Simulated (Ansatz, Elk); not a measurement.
# Bonding as seen by X-rays: GaAs2Pb, part 2 of 2

The structure of GaAs2Pb used here is made up (a known structure type with other elements) and was relaxed beforehand with r2SCAN. The aim is the Fourier transform of its all-electron density, F(hkl), set beside the sum over free spherical atoms that refinements use.

Elk 11.2.3 (patched build); all-electron DFT.

So far: The starting structure; Ground state and structure factors; The highest occupied states alone; Another try.

The structure was built from a prototype and need not be the compound's stable phase.

### 5. Another functional

Level of this step: DFT, LDA (Perdew-Wang), all-electron APW+lo, Dirac cores, scalar-relativistic bands, static density, no spin (Elk).

The difference from free atoms is small, so it is set against the change that LDA (Perdew-Wang) makes.

Contents of elk.in:

```
tasks
  0
  195

xctype
  3

spinpol
  .false.

rgkmax
  7.0

gmaxvr
  14.0

lmaxo
  7

lmaxapw
  8

swidth
  0.002

tshift
  .false.

ramdisk
  .false.

hmaxvr
  5.5

maxscl
  120

epspot
  1e-06

sppath
  './'

avec
  3.93352327997 2.27102072423 14.27675606934
  -3.93352327997 2.27102072423 14.27675606934
  -0.00000000000 -4.54204144944 14.27675606918

atoms
  3
  'Pb.in'
  1
  0.0018013770 0.0018013770 0.0018013770   0.000000 0.000000 0.000000
  'As.in'
  2
  0.6096657950 0.6096657950 0.6096657950   0.000000 0.000000 0.000000
  0.1355880711 0.1355880711 0.1355880711   0.000000 0.000000 0.000000
  'Ga.in'
  1
  0.5010114230 0.5010114230 0.5010114230   0.000000 0.000000 0.000000

ngridk
  6 6 6
```

On the command line:

```console
$ OMP_NUM_THREADS=4 elk
```

Numbers of over 12 decimals in the logs are rounded to 6 here.

What it wrote:

```text
┌─────────────────────────┐
│ Elk code version 11.2.3 │
└─────────────────────────┘

All units are atomic (Hartree, Bohr, etc.)

┌─────────────────────────────────────────────────┐
│ Ground-state run starting from atomic densities │
└─────────────────────────────────────────────────┘

Lattice vectors :
   3.933523280       2.271020724       14.27675607
  -3.933523280       2.271020724       14.27675607
  -0.000000000      -4.542041449       14.27675607

Reciprocal lattice vectors :
  0.7986714276      0.4611131637      0.1466996489
[...]
species : 3 (Ga)
   atom 1                    :    29.46751967     (  0.1288438636E-02)
 total in muffin-tins        :    172.3426692
 total calculated charge     :    178.9970566
 total charge                :    179.0000000
 error                       :   0.2943388419E-02

┌──────────────────────────────┐
│ Self-consistent loop stopped │
└──────────────────────────────┘

Warning : core states of species 1 leak from the muffin-tin :   0.1202789334E-02

Warning : core states of species 2 leak from the muffin-tin :   0.2600357249E-03

Warning : core states of species 3 leak from the muffin-tin :   0.1288438636E-02

Wrote STATE.OUT
[key lines of the parts left out:]
total energy                :     -27374.849854548
```

It took 51 s on 4 threads of Arm Neoverse V1, shared host; peak memory 0.21 GiB; 2.7 min of CPU time.

Against the first run R = 0.02 %; the largest change is -0.051 at 300.

### 6. Basis size

A smaller basis shows how fast F responds to it; the change is likely larger than the basis error of the first run, but doesn't show convergence.

elk.in, as its differences from that of step 5:

```diff
@@ -5,3 +5,3 @@
 xctype
-  3
+  20
 
@@ -11,3 +11,3 @@
 rgkmax
-  7.0
+  5.5
```

On the command line:

```console
$ OMP_NUM_THREADS=4 elk
```

What it wrote:

```text
┌─────────────────────────┐
│ Elk code version 11.2.3 │
└─────────────────────────┘

All units are atomic (Hartree, Bohr, etc.)

┌─────────────────────────────────────────────────┐
│ Ground-state run starting from atomic densities │
└─────────────────────────────────────────────────┘

Lattice vectors :
   3.933523280       2.271020724       14.27675607
  -3.933523280       2.271020724       14.27675607
  -0.000000000      -4.542041449       14.27675607

Reciprocal lattice vectors :
  0.7986714276      0.4611131637      0.1466996489
[...]
species : 3 (Ga)
   atom 1                    :    29.42196902     (  0.1271732220E-02)
 total in muffin-tins        :    172.2055688
 total calculated charge     :    178.9971381
 total charge                :    179.0000000
 error                       :   0.2861880457E-02

┌──────────────────────────────┐
│ Self-consistent loop stopped │
└──────────────────────────────┘

Warning : core states of species 1 leak from the muffin-tin :   0.1203073406E-02

Warning : core states of species 2 leak from the muffin-tin :   0.2607948949E-03

Warning : core states of species 3 leak from the muffin-tin :   0.1271732220E-02

Wrote STATE.OUT
[key lines of the parts left out:]
total energy                :     -27394.837870498
```

It took 52 s on 4 threads; peak memory 0.26 GiB.

Against the first run R = 0.01 %; the largest change is +0.069 at 208.

### 7. A coarser k-mesh

About half the k-points along each axis test the sampling.

elk.in, as its differences from that of step 6:

```diff
@@ -11,3 +11,3 @@
 rgkmax
-  5.5
+  7.0
 
@@ -62,2 +62,2 @@
 ngridk
-  6 6 6
+  3 3 3
```

On the command line:

```console
$ OMP_NUM_THREADS=4 elk
```

What it wrote:

```text
┌─────────────────────────┐
│ Elk code version 11.2.3 │
└─────────────────────────┘

All units are atomic (Hartree, Bohr, etc.)

┌─────────────────────────────────────────────────┐
│ Ground-state run starting from atomic densities │
└─────────────────────────────────────────────────┘

Lattice vectors :
   3.933523280       2.271020724       14.27675607
  -3.933523280       2.271020724       14.27675607
  -0.000000000      -4.542041449       14.27675607

Reciprocal lattice vectors :
  0.7986714276      0.4611131637      0.1466996489
[...]
species : 3 (Ga)
   atom 1                    :    29.45070031     (  0.1255207948E-02)
 total in muffin-tins        :    172.3338341
 total calculated charge     :    178.9971455
 total charge                :    179.0000000
 error                       :   0.2854529901E-02

┌──────────────────────────────┐
│ Self-consistent loop stopped │
└──────────────────────────────┘

Warning : core states of species 1 leak from the muffin-tin :   0.1199230102E-02

Warning : core states of species 2 leak from the muffin-tin :   0.2595719168E-03

Warning : core states of species 3 leak from the muffin-tin :   0.1255207948E-02

Wrote STATE.OUT
[key lines of the parts left out:]
total energy                :     -27394.946866666
```

Wall time 35 s (4 threads); peak memory 0.27 GiB; 65 s of CPU time.

Against the first run R = 0.00 %; the largest change is -0.037 at 110.

### 8. Settings against the effect

| run | R against the first run (%) | R against neutral atoms, low angle (%) | wall time |
| --- | --- | --- | --- |
| PBE, rgkmax 7 | 0.00 | 0.26 | 68 s |
| LDA (Perdew-Wang) | 0.02 | 0.26 | 51 s |
| rgkmax 5.5 | 0.01 | 0.25 | 52 s |
| k-mesh 3×3×3 | 0.00 | 0.27 | 35 s |

### 9. Outcome

```json
{
  "R against neutral atoms, sin θ/λ < 0.3 Å⁻¹": "0.26 %",
  "R against neutral atoms, 0.3 to 0.69 Å⁻¹": "0.07 %"
}
```

What this shows: Independent neutral atoms miss the calculated amplitudes by R = 0.26 % below 0.3 Å⁻¹ and 0.07 % from there to 0.69 Å⁻¹; by shells, 0.17 % below 0.15 Å⁻¹ (4 forms), 0.28 % 0.15 to 0.3 (15 forms), 0.09 % 0.3 to 0.45 (30 forms), 0.06 % above 0.45 (100 forms). Bonding, aspherical density and the tables' own atoms all enter these figures, and the runs don't part them. The largest change of an amplitude is -0.41 electrons, at 202. R counts amplitudes alone; phases shift too. The window's part falls from 17.0 electrons at the origin to at most 0.30 between 0.45 and 0.69 Å⁻¹. Below 0.3 Å⁻¹ the changes that finished (LDA (Perdew-Wang), rgkmax 5.5 and k-mesh 3×3×3) move F by R = 0.02 % at most, against the 0.26 % that separates it from free atoms. Spin-orbit coupling is left out, which can matter for elements this heavy. Part of the difference isn't bonding: the tables are fits to free atoms and ions calculated by other methods than this functional. Thermal motion, anomalous dispersion and extinction are left out.

[Logs are printed without paths, hosts, clocks, repeated set-up lines and the standing remarks that a program may print on its own settings, such as how far it seeks lower states.]

[Hosts, paths, dates, database ids (printed as entryN), source tags and the programs' standing remarks are cut or masked in the printed files.]
